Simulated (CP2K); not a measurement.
Consider propiolic acid at its PBE geometry (Å).

```xyz
7

C     1.8594    0.1388    0.5195
C     0.7160    0.0559    0.1274
C    -0.6087   -0.0321   -0.4398
O    -1.5690   -0.1692    0.5259
O    -0.8482    0.0102   -1.6368
H     2.8698    0.2140    0.8649
H    -2.4194   -0.2176    0.0390
```

Method: CP2K XAS_TDP, all-electron GAPW, PBEh(45%), aug-cc-pVDZ, TDA, GW2X-corrected core level, no relativity.

Q: Predict the bright core excitations at the C K edge.

Leading lines: C1 287.24 eV, C2 287.37 eV and C3 290.36 eV. The leading line of an atom is its first one with 35 % of the strongest within 2.5 eV of its lowest line over the strength cut. Core ionisation energies at this level: C2 293.08, C3 297.62 and C1 293.35 eV.

The first six lines of each atom with a strength over 0.0015:

| atom | energy (eV) | states | strength, one atom | above the computed threshold |
| --- | --- | --- | --- | --- |
| C1 (bonded to C and H) | 287.24 | 1 | 0.0478 |  |
|  | 288.52 | 1 | 0.0480 |  |
|  | 291.26 | 1 | 0.0080 |  |
|  | 292.02 | 1 | 0.0029 |  |
|  | 292.66 | 1 | 0.0023 |  |
|  | 292.81 | 1 | 0.0032 |  |
| C2 (bonded to 2 C) | 287.37 | 1 | 0.0240 |  |
|  | 288.09 | 1 | 0.0511 |  |
|  | 291.43 | 1 | 0.0336 |  |
|  | 292.47 | 1 | 0.0044 |  |
|  | 293.68 | 1 | 0.0026 | yes |
|  | 294.11 | 1 | 0.0020 | yes |
| C3 (bonded to C and 2 O) | 290.36 | 1 | 0.0652 |  |
|  | 294.96 | 1 | 0.0086 |  |
|  | 296.44 | 1 | 0.0062 |  |
|  | 296.54 | 1 | 0.0185 |  |
|  | 297.23 | 1 | 0.0027 |  |
|  | 297.61 | 1 | 0.0021 |  |

Lines are vertical, at one geometry, with no vibrational structure. GW2X ionisation energies and lines can be off by 1 to 2 eV either way, and a good line position may hide errors that cancel. These values hold no scalar relativity, about 0.1 eV for C 1s. Rydberg lines, and the discretised continuum above threshold, depend on the basis and the box.

[Banner, clock and machine lines of the logs are left out without a mark of their own.]

[Logs are printed without paths, hosts, clocks, repeated set-up lines and the standing remarks that a program may print on its own settings, such as how far it seeks lower states.]

[Hosts, paths, dates, database ids (printed as entryN), source tags and the programs' standing remarks are cut or masked in the printed files.]
